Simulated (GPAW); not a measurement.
# Settings that the conductance of H2 in line between two Sb chains needs, part 2 of 3

How do the numerical settings move the conductance of H2 in line between two Sb chains?

GPAW 26.7.0; GPAW LCAO, PAW setups; Landauer transmission from Green's functions with principal layers (ASE), zero bias.

So far, transmission at the Fermi level (one spin): step 2 (base settings) 1.57; step 4 (k-points along the lead 4) 1.57; step 5 (k-points along the lead 8) 1.58; step 6 (k-points along the lead 30) 1.58; step 8 (smearing 0.01 eV) 1.57.

## (9) Smearing: width = 0.03

File run.py:

```python
import json
import numpy as np
from ase import Atoms
from ase.transport.calculators import TransportCalculator
from gpaw import GPAW, FermiDirac
from gpaw.lcao.tools import get_lcao_hamiltonian
from scipy.linalg import eigh

# The junction with lead layers at both ends, along the third cell vector
device = Atoms(
    ['Sb', 'Sb', 'Sb', 'Sb', 'H', 'H', 'Sb', 'Sb', 'Sb', 'Sb'],
    positions=[
        [4.50000, 4.50000, 1.37500],
        [4.50000, 4.50000, 4.12500],
        [4.50000, 4.50000, 6.87500],
        [4.50000, 4.50000, 9.62500],
        [4.50000, 4.50000, 11.24650],
        [4.50000, 4.50000, 12.09650],
        [4.50000, 4.50000, 13.71800],
        [4.50000, 4.50000, 16.46800],
        [4.50000, 4.50000, 19.21800],
        [4.50000, 4.50000, 21.96800]],
    cell=[[9.0, 0.0, 0.0], [0.0, 9.0, 0.0], [0.0, 0.0, 23.343]],
    pbc=True)

# One principal layer of the lead: the first 2 atoms of the device
lead = Atoms(
    ['Sb', 'Sb'],
    positions=[
        [4.50000, 4.50000, 1.37500],
        [4.50000, 4.50000, 4.12500]],
    cell=[[9.0, 0.0, 0.0], [0.0, 9.0, 0.0], [0.0, 0.0, 5.5]],
    pbc=True)

settings = dict(mode='lcao', basis='dzp', xc='PBE', h=0.2,
                occupations=FermiDirac(0.03), maxiter=250,
                mixer=dict(beta=0.1, nmaxold=8, weight=100.0),
                convergence=dict(density=0.0001))
energies = np.arange(-2, 2 + 1e-9, 0.05)
eta = 0.0001
n1, n2 = 1, 1
# k and -k transmit alike, so half of the mesh across the current serves
mesh = [(i, j) for i in range(n1) for j in range(n2) if (i, j) <= (-i % n1, -j % n2)]
weights = np.array([1 if (i, j) == (-i % n1, -j % n2) else 2 for i, j in mesh]) / (n1 * n2)

# [... helper functions left out ...]
fermi_lead = ground_state(lead, (1, 1, 20), 'lead.txt')
fermi_device = ground_state(device, (1, 1, 3), 'device.txt')
# [... loop over the mesh left out, but for ...]
        # Shift the lead onto the potential of the device's first layer
        shift = ((H[:, 0, 0] - H0[:, 0, 0]) / S0[0, 0]).real.mean()
# [...]
kT = 8.617333e-5 * 200
bias = [0.1, 0.2, 0.5, 1.0, 1.5, 2.0]
# [... integrals and printing left out ...]
```

Command:

```sh
$ OMP_NUM_THREADS=1 OPENBLAS_NUM_THREADS=1 python run.py
```

Log:

```text
basis functions: device 194, principal layer 46
Fermi level: lead -3.2099 eV, device -3.1911 eV; lead shifted by -0.1210 eV
largest coupling past the next layer 7.84e-05 eV, largest misfit of the first layer 0.147 eV
  E-E_F (eV)   T (one spin)  [channel counts left out]
    -2.000    9.9782e-01
    -1.950    9.9751e-01
    -1.900    9.9718e-01
    -1.850    9.9684e-01
    -1.800    9.9649e-01
    -1.750    9.9613e-01
    -1.700    9.9577e-01
    -1.650    9.9623e-01
    -1.600    1.0022e+00
    -1.550    1.0192e+00
    -1.500    1.0534e+00
    -1.450    1.0998e+00
    -1.400    1.1409e+00
    -1.350    1.1646e+00
    -1.300    1.1727e+00
    -1.250    1.1728e+00
[...]
1.650    1.0986e+00
     1.700    1.0891e+00
     1.750    1.0778e+00
     1.800    1.0627e+00
     1.850    1.0399e+00
     1.900    1.0003e+00
     1.950    9.8266e-01
     2.000    9.8253e-01
conductance at 200 K: 1.5659 G0 a cell; thermopower -0.328 uV/K
current from the zero-bias T(E) at 0.1 V: 12.129 uA
current from the zero-bias T(E) at 0.2 V: 24.235 uA
current from the zero-bias T(E) at 0.5 V: 60.195 uA
current from the zero-bias T(E) at 1.0 V: 117.73 uA
current from the zero-bias T(E) at 1.5 V: 170.89 uA
current from the zero-bias T(E) at 2.0 V: 219.83 uA
```

It took 21 s on 1 thread of Arm Neoverse V2, shared host; peak memory 0.77 GiB.

Numbers from this step:

```
conductance                                 : 1.566 G₀
largest misfit of the first principal layer : 0.1470 eV
shift that aligns the lead                  : -0.1210 eV
transmission at the Fermi level (one spin)  : 1.567
```

One spin. Table of transmission, zone mean by energy, zero at the Fermi level:

energy (eV), transmission, zone mean and a bar from the least value:
```
   -2.000       1.00 #
   -1.800       1.00 #
   -1.600       1.00 #
   -1.400       1.14 ########
   -1.200       1.17 ##########
   -1.000       1.18 ##########
   -0.800       1.24 #############
   -0.600       1.33 ##################
   -0.400       1.44 #######################
   -0.200       1.52 ############################
    0.000       1.57 ##############################
    0.100       1.57 ##############################
    0.200       1.56 ##############################
    0.400       1.52 ###########################
    0.600       1.44 #######################
    0.800       1.34 ##################
    1.000       1.26 ##############
    1.200       1.19 ###########
    1.400       1.14 ########
    1.600       1.11 ######
    1.800       1.06 ####
    2.000       0.98
```

Not self-consistent under bias; the bias window is split evenly. The current through one cell, from the zero-bias transmission by bias:

| bias (V) | current through one cell, from the zero-bias transmission (μA) |
| --- | --- |
| 0.100 | 12.1 |
| 0.200 | 24.2 |
| 0.500 | 60.2 |
| 1.000 | 118 |
| 1.500 | 171 |
| 2.000 | 220 |

The conductance, 1.57 G₀, lies 0.4 % below that of the base run.

## (10) Smearing: width = 0.2

run.py, as its differences from that of step 9:

```diff
@@ -35,3 +35,3 @@
 settings = dict(mode='lcao', basis='dzp', xc='PBE', h=0.2,
-                occupations=FermiDirac(0.03), maxiter=250,
+                occupations=FermiDirac(0.2), maxiter=250,
                 mixer=dict(beta=0.1, nmaxold=8, weight=100.0),
```

Log:

```text
basis functions: device 194, principal layer 46
Fermi level: lead -3.1507 eV, device -3.1498 eV; lead shifted by -0.0283 eV
largest coupling past the next layer 7.84e-05 eV, largest misfit of the first layer 0.081 eV
  E-E_F (eV)   T (one spin)  [channel counts left out]
    -2.000    9.9776e-01
    -1.950    9.9746e-01
    -1.900    9.9715e-01
[...]
1.950    9.8238e-01
     2.000    9.8232e-01
conductance at 200 K: 1.5408 G0 a cell; thermopower -0.0185 uV/K
current from the zero-bias T(E) at 0.1 V: 11.934 uA
current from the zero-bias T(E) at 0.2 V: 23.847 uA
current from the zero-bias T(E) at 0.5 V: 59.244 uA
current from the zero-bias T(E) at 1.0 V: 116.08 uA
current from the zero-bias T(E) at 1.5 V: 169.19 uA
current from the zero-bias T(E) at 2.0 V: 218.71 uA
```

The job ended after 22 s (1 thread; peak memory 0.77 GiB).

The conductance, 1.54 G₀, lies 2.0 % below that of the base run.

## (11) Varying the smearing: width = 0.4

run.py, as its differences from that of step 10:

```diff
@@ -35,3 +35,3 @@
 settings = dict(mode='lcao', basis='dzp', xc='PBE', h=0.2,
-                occupations=FermiDirac(0.2), maxiter=250,
+                occupations=FermiDirac(0.4), maxiter=250,
                 mixer=dict(beta=0.1, nmaxold=8, weight=100.0),
```

Log:

```text
basis functions: device 194, principal layer 46
Fermi level: lead -3.0943 eV, device -3.1023 eV; lead shifted by -0.0026 eV
largest coupling past the next layer 7.84e-05 eV, largest misfit of the first layer 0.025 eV
  E-E_F (eV)   T (one spin)  [channel counts left out]
    -2.000    9.9795e-01
    -1.950    9.9765e-01
    -1.900    9.9735e-01
[...]
1.950    9.8142e-01
     2.000    9.8154e-01
conductance at 200 K: 1.4747 G0 a cell; thermopower 0.1344 uV/K
current from the zero-bias T(E) at 0.1 V: 11.424 uA
current from the zero-bias T(E) at 0.2 V: 22.838 uA
current from the zero-bias T(E) at 0.5 V: 56.907 uA
current from the zero-bias T(E) at 1.0 V: 112.53 uA
current from the zero-bias T(E) at 1.5 V: 165.83 uA
current from the zero-bias T(E) at 2.0 V: 216.24 uA
```

It took 22 s on 1 thread; peak memory 0.77 GiB.

One spin. The transmission, zone mean by energy, zero at the Fermi level:

| energy (eV) | transmission, zone mean |
| --- | --- |
| -2.00 | 0.998 |
| -1.85 | 0.997 |
| -1.70 | 0.996 |
| -1.60 | 1.03 |
| -1.45 | 1.10 |
| -1.30 | 1.15 |
| -1.15 | 1.20 |
| -1.05 | 1.24 |
| -0.90 | 1.29 |
| -0.75 | 1.34 |
| -0.60 | 1.39 |
| -0.50 | 1.42 |
| -0.35 | 1.45 |
| -0.20 | 1.47 |
| -0.05 | 1.48 |
| 0.00 | 1.48 |
| 0.05 | 1.47 |
| 0.20 | 1.46 |
| 0.35 | 1.43 |
| 0.50 | 1.40 |
| 0.60 | 1.38 |
| 0.75 | 1.34 |
| 0.90 | 1.30 |
| 1.05 | 1.25 |
| 1.15 | 1.22 |
| 1.30 | 1.18 |
| 1.45 | 1.13 |
| 1.60 | 1.09 |
| 1.70 | 1.06 |
| 1.85 | 1.01 |
| 2.00 | 0.982 |

The conductance, 1.47 G₀, lies 6.2 % below that of the base run.

## (12) Convergence in the smearing

The runs and the base run on one axis.

This step: convergence of the conductance (GPAW 26.7.0).

Table of conductance by smearing:

| smearing (eV) | conductance (G₀) |
| --- | --- |
| 0.010 | 1.57 |
| 0.030 | 1.57 |
| 0.100 | 1.57 |
| 0.200 | 1.54 |
| 0.400 | 1.47 |

## (13) Varying the grid spacing

The real-space grid carries density and potential; a coarse one breaks translation symmetry along the lead and scatters electrons that should pass.

This step: GPAW LCAO, PAW setups; Landauer transmission from Green's functions with principal layers (ASE), zero bias (GPAW 26.7.0).

run.py, as its differences from that of step 11:

```diff
@@ -34,4 +34,4 @@
 
-settings = dict(mode='lcao', basis='dzp', xc='PBE', h=0.2,
-                occupations=FermiDirac(0.4), maxiter=250,
+settings = dict(mode='lcao', basis='dzp', xc='PBE', h=0.3,
+                occupations=FermiDirac(0.1), maxiter=250,
                 mixer=dict(beta=0.1, nmaxold=8, weight=100.0),
```

Log:

```text
basis functions: device 194, principal layer 46
Fermi level: lead -3.1711 eV, device -3.1706 eV; lead shifted by -0.0694 eV
largest coupling past the next layer 7.86e-05 eV, largest misfit of the first layer 0.130 eV
  E-E_F (eV)   T (one spin)  [channel counts left out]
    -2.000    9.9740e-01
    -1.950    9.9707e-01
    -1.900    9.9673e-01
    -1.850    9.9639e-01
    -1.800    9.9604e-01
    -1.750    9.9569e-01
    -1.700    9.9534e-01
    -1.650    9.9609e-01
    -1.600    1.0055e+00
    -1.550    1.0281e+00
    -1.500    1.0654e+00
    -1.450    1.1080e+00
    -1.400    1.1419e+00
    -1.350    1.1616e+00
    -1.300    1.1700e+00
    -1.250    1.1726e+00
[...]
1.650    1.0908e+00
     1.700    1.0790e+00
     1.750    1.0655e+00
     1.800    1.0490e+00
     1.850    1.0276e+00
     1.900    9.9768e-01
     1.950    9.8228e-01
     2.000    9.8219e-01
conductance at 200 K: 1.5718 G0 a cell; thermopower -0.1943 uV/K
current from the zero-bias T(E) at 0.1 V: 12.174 uA
current from the zero-bias T(E) at 0.2 V: 24.321 uA
current from the zero-bias T(E) at 0.5 V: 60.354 uA
current from the zero-bias T(E) at 1.0 V: 117.79 uA
current from the zero-bias T(E) at 1.5 V: 170.8 uA
current from the zero-bias T(E) at 2.0 V: 219.76 uA
```

The job ended after 11 s (1 thread; peak memory 0.31 GiB).

This step gave:

```
conductance                                    : 1.572 G₀
largest coupling past the next principal layer : 7.86e-5 eV
largest misfit of the first principal layer    : 0.1303 eV
shift that aligns the lead                     : -0.06937 eV
transmission at the Fermi level (one spin)     : 1.573
```

One spin. Table of transmission, zone mean by energy, zero at the Fermi level:

energy (eV), transmission, zone mean and a bar from the least value:
```
    -2.00       1.00 #
    -1.85       1.00 #
    -1.70       1.00 #
    -1.60       1.01 #
    -1.45       1.11 ######
    -1.30       1.17 ##########
    -1.15       1.17 ##########
    -1.05       1.18 ##########
    -0.90       1.21 ############
    -0.75       1.27 ##############
    -0.60       1.34 ##################
    -0.50       1.39 #####################
    -0.35       1.47 #########################
    -0.20       1.53 ############################
    -0.05       1.57 ##############################
     0.00       1.57 ##############################
     0.05       1.57 ##############################
     0.20       1.56 #############################
     0.35       1.52 ###########################
     0.50       1.46 ########################
     0.60       1.42 ######################
     0.75       1.35 ###################
     0.90       1.29 ################
     1.05       1.24 #############
     1.15       1.21 ###########
     1.30       1.17 #########
     1.45       1.13 ########
     1.60       1.10 ######
     1.70       1.08 #####
     1.85       1.03 ##
     2.00       0.98
```

Not self-consistent under bias; the bias window is split evenly. The current through one cell, from the zero-bias transmission by bias:

| bias (V) | current through one cell, from the zero-bias transmission (μA) |
| --- | --- |
| 0.100 | 12.2 |
| 0.200 | 24.3 |
| 0.500 | 60.4 |
| 1.000 | 118 |
| 1.500 | 171 |
| 2.000 | 220 |

The conductance equals that of the base run to 0.2 %.

## (14) Varying the grid spacing

run.py, as its differences from that of step 13:

```diff
@@ -34,3 +34,3 @@
 
-settings = dict(mode='lcao', basis='dzp', xc='PBE', h=0.3,
+settings = dict(mode='lcao', basis='dzp', xc='PBE', h=0.26,
                 occupations=FermiDirac(0.1), maxiter=250,
```

Log:

```text
basis functions: device 194, principal layer 46
Fermi level: lead -3.1685 eV, device -3.1678 eV; lead shifted by -0.0697 eV
largest coupling past the next layer 7.86e-05 eV, largest misfit of the first layer 0.130 eV
  E-E_F (eV)   T (one spin)  [channel counts left out]
    -2.000    9.9752e-01
    -1.950    9.9719e-01
    -1.900    9.9687e-01
    -1.850    9.9653e-01
    -1.800    9.9619e-01
    -1.750    9.9585e-01
    -1.700    9.9551e-01
    -1.650    9.9627e-01
    -1.600    1.0057e+00
    -1.550    1.0281e+00
    -1.500    1.0655e+00
    -1.450    1.1082e+00
    -1.400    1.1423e+00
    -1.350    1.1620e+00
    -1.300    1.1704e+00
    -1.250    1.1728e+00
[...]
1.650    1.0910e+00
     1.700    1.0793e+00
     1.750    1.0658e+00
     1.800    1.0494e+00
     1.850    1.0280e+00
     1.900    9.9791e-01
     1.950    9.8254e-01
     2.000    9.8245e-01
conductance at 200 K: 1.5715 G0 a cell; thermopower -0.1919 uV/K
current from the zero-bias T(E) at 0.1 V: 12.172 uA
current from the zero-bias T(E) at 0.2 V: 24.317 uA
current from the zero-bias T(E) at 0.5 V: 60.348 uA
current from the zero-bias T(E) at 1.0 V: 117.8 uA
current from the zero-bias T(E) at 1.5 V: 170.83 uA
current from the zero-bias T(E) at 2.0 V: 219.79 uA
```

Wall time 15 s (1 thread); peak memory 0.46 GiB.

Numbers from this step:

```
largest misfit of the first principal layer : 0.1300 eV
shift that aligns the lead                  : -0.06966 eV
transmission at the Fermi level (one spin)  : 1.572
```

One spin. Table of transmission, zone mean by energy, zero at the Fermi level:

| energy (eV) | transmission, zone mean |
| --- | --- |
| -2.000 | 0.998 |
| -1.800 | 0.996 |
| -1.600 | 1.01 |
| -1.400 | 1.14 |
| -1.200 | 1.17 |
| -1.000 | 1.19 |
| -0.800 | 1.25 |
| -0.600 | 1.34 |
| -0.400 | 1.45 |
| -0.200 | 1.53 |
| 0.000 | 1.57 |
| 0.050 | 1.57 |
| 0.200 | 1.56 |
| 0.400 | 1.50 |
| 0.600 | 1.42 |
| 0.800 | 1.33 |
| 1.000 | 1.25 |
| 1.200 | 1.19 |
| 1.400 | 1.14 |
| 1.600 | 1.10 |
| 1.800 | 1.05 |
| 2.000 | 0.982 |

Not self-consistent under bias; the bias window is split evenly. Table of current through one cell, from the zero-bias transmission by bias:

| bias (V) | current through one cell, from the zero-bias transmission (μA) |
| --- | --- |
| 0.100 | 12.2 |
| 0.200 | 24.3 |
| 0.500 | 60.3 |
| 1.000 | 118 |
| 1.500 | 171 |
| 2.000 | 220 |

The conductance equals that of the base run to 0.2 %.

## (15) Grid spacing: h = 0.22

run.py, as its differences from that of step 14:

```diff
@@ -34,3 +34,3 @@
 
-settings = dict(mode='lcao', basis='dzp', xc='PBE', h=0.26,
+settings = dict(mode='lcao', basis='dzp', xc='PBE', h=0.22,
                 occupations=FermiDirac(0.1), maxiter=250,
```

Log:

```text
basis functions: device 194, principal layer 46
Fermi level: lead -3.1688 eV, device -3.1677 eV; lead shifted by -0.0694 eV
largest coupling past the next layer 7.85e-05 eV, largest misfit of the first layer 0.130 eV
  E-E_F (eV)   T (one spin)  [channel counts left out]
    -2.000    9.9760e-01
    -1.950    9.9729e-01
    -1.900    9.9696e-01
[...]
1.950    9.8261e-01
     2.000    9.8253e-01
conductance at 200 K: 1.5716 G0 a cell; thermopower -0.193 uV/K
current from the zero-bias T(E) at 0.1 V: 12.173 uA
current from the zero-bias T(E) at 0.2 V: 24.319 uA
current from the zero-bias T(E) at 0.5 V: 60.35 uA
current from the zero-bias T(E) at 1.0 V: 117.79 uA
current from the zero-bias T(E) at 1.5 V: 170.81 uA
current from the zero-bias T(E) at 2.0 V: 219.77 uA
```

It took 18 s on 1 thread; peak memory 0.63 GiB.

The conductance equals that of the base run to 0.2 %.

## (16) Grid spacing: h = 0.16

run.py, as its differences from that of step 15:

```diff
@@ -34,3 +34,3 @@
 
-settings = dict(mode='lcao', basis='dzp', xc='PBE', h=0.22,
+settings = dict(mode='lcao', basis='dzp', xc='PBE', h=0.16,
                 occupations=FermiDirac(0.1), maxiter=250,
```

Log:

```text
basis functions: device 194, principal layer 46
Fermi level: lead -3.1684 eV, device -3.1675 eV; lead shifted by -0.0695 eV
largest coupling past the next layer 7.85e-05 eV, largest misfit of the first layer 0.130 eV
  E-E_F (eV)   T (one spin)  [channel counts left out]
    -2.000    9.9764e-01
    -1.950    9.9732e-01
    -1.900    9.9700e-01
[...]
1.950    9.8272e-01
     2.000    9.8264e-01
conductance at 200 K: 1.5715 G0 a cell; thermopower -0.1944 uV/K
current from the zero-bias T(E) at 0.1 V: 12.172 uA
current from the zero-bias T(E) at 0.2 V: 24.317 uA
current from the zero-bias T(E) at 0.5 V: 60.345 uA
current from the zero-bias T(E) at 1.0 V: 117.79 uA
current from the zero-bias T(E) at 1.5 V: 170.8 uA
current from the zero-bias T(E) at 2.0 V: 219.76 uA
```

The job ended after 37 s (1 thread; peak memory 1.4 GiB).

One spin. The transmission, zone mean by energy, zero at the Fermi level:

| energy (eV) | transmission, zone mean |
| --- | --- |
| -2.000 | 0.998 |
| -1.800 | 0.996 |
| -1.600 | 1.01 |
| -1.400 | 1.14 |
| -1.200 | 1.17 |
| -1.000 | 1.19 |
| -0.800 | 1.25 |
| -0.600 | 1.34 |
| -0.400 | 1.45 |
| -0.200 | 1.53 |
| 0.000 | 1.57 |
| 0.050 | 1.57 |
| 0.200 | 1.56 |
| 0.400 | 1.50 |
| 0.600 | 1.42 |
| 0.800 | 1.33 |
| 1.000 | 1.26 |
| 1.200 | 1.19 |
| 1.400 | 1.14 |
| 1.600 | 1.10 |
| 1.800 | 1.05 |
| 2.000 | 0.983 |

The conductance equals that of the base run to 0.2 %.

## (17) Varying the grid spacing

run.py, as its differences from that of step 16:

```diff
@@ -34,3 +34,3 @@
 
-settings = dict(mode='lcao', basis='dzp', xc='PBE', h=0.16,
+settings = dict(mode='lcao', basis='dzp', xc='PBE', h=0.14,
                 occupations=FermiDirac(0.1), maxiter=250,
```

Log:

```text
basis functions: device 194, principal layer 46
Fermi level: lead -3.1684 eV, device -3.1674 eV; lead shifted by -0.0695 eV
largest coupling past the next layer 7.84e-05 eV, largest misfit of the first layer 0.130 eV
  E-E_F (eV)   T (one spin)  [channel counts left out]
    -2.000    9.9763e-01
    -1.950    9.9731e-01
    -1.900    9.9699e-01
[...]
1.950    9.8264e-01
     2.000    9.8256e-01
conductance at 200 K: 1.5715 G0 a cell; thermopower -0.1943 uV/K
current from the zero-bias T(E) at 0.1 V: 12.171 uA
current from the zero-bias T(E) at 0.2 V: 24.317 uA
current from the zero-bias T(E) at 0.5 V: 60.344 uA
current from the zero-bias T(E) at 1.0 V: 117.78 uA
current from the zero-bias T(E) at 1.5 V: 170.8 uA
current from the zero-bias T(E) at 2.0 V: 219.76 uA
```

Wall time 52 s (1 thread); peak memory 2 GiB.

The conductance equals that of the base run to 0.2 %.

## (18) Convergence in the grid spacing

The runs and the base run on one axis.

This step: convergence of the conductance (GPAW 26.7.0).

The conductance stays at 1.57 G₀ for grid spacing from 0.14 to 0.3 Å.

[end of part 2 of 3]

[Logs are printed without paths, hosts, clocks, repeated set-up lines and the standing remarks that a program may print on its own settings, such as how far it seeks lower states.]

[Hosts, paths, dates, database ids (printed as entryN), source tags and the programs' standing remarks are cut or masked in the printed files.]
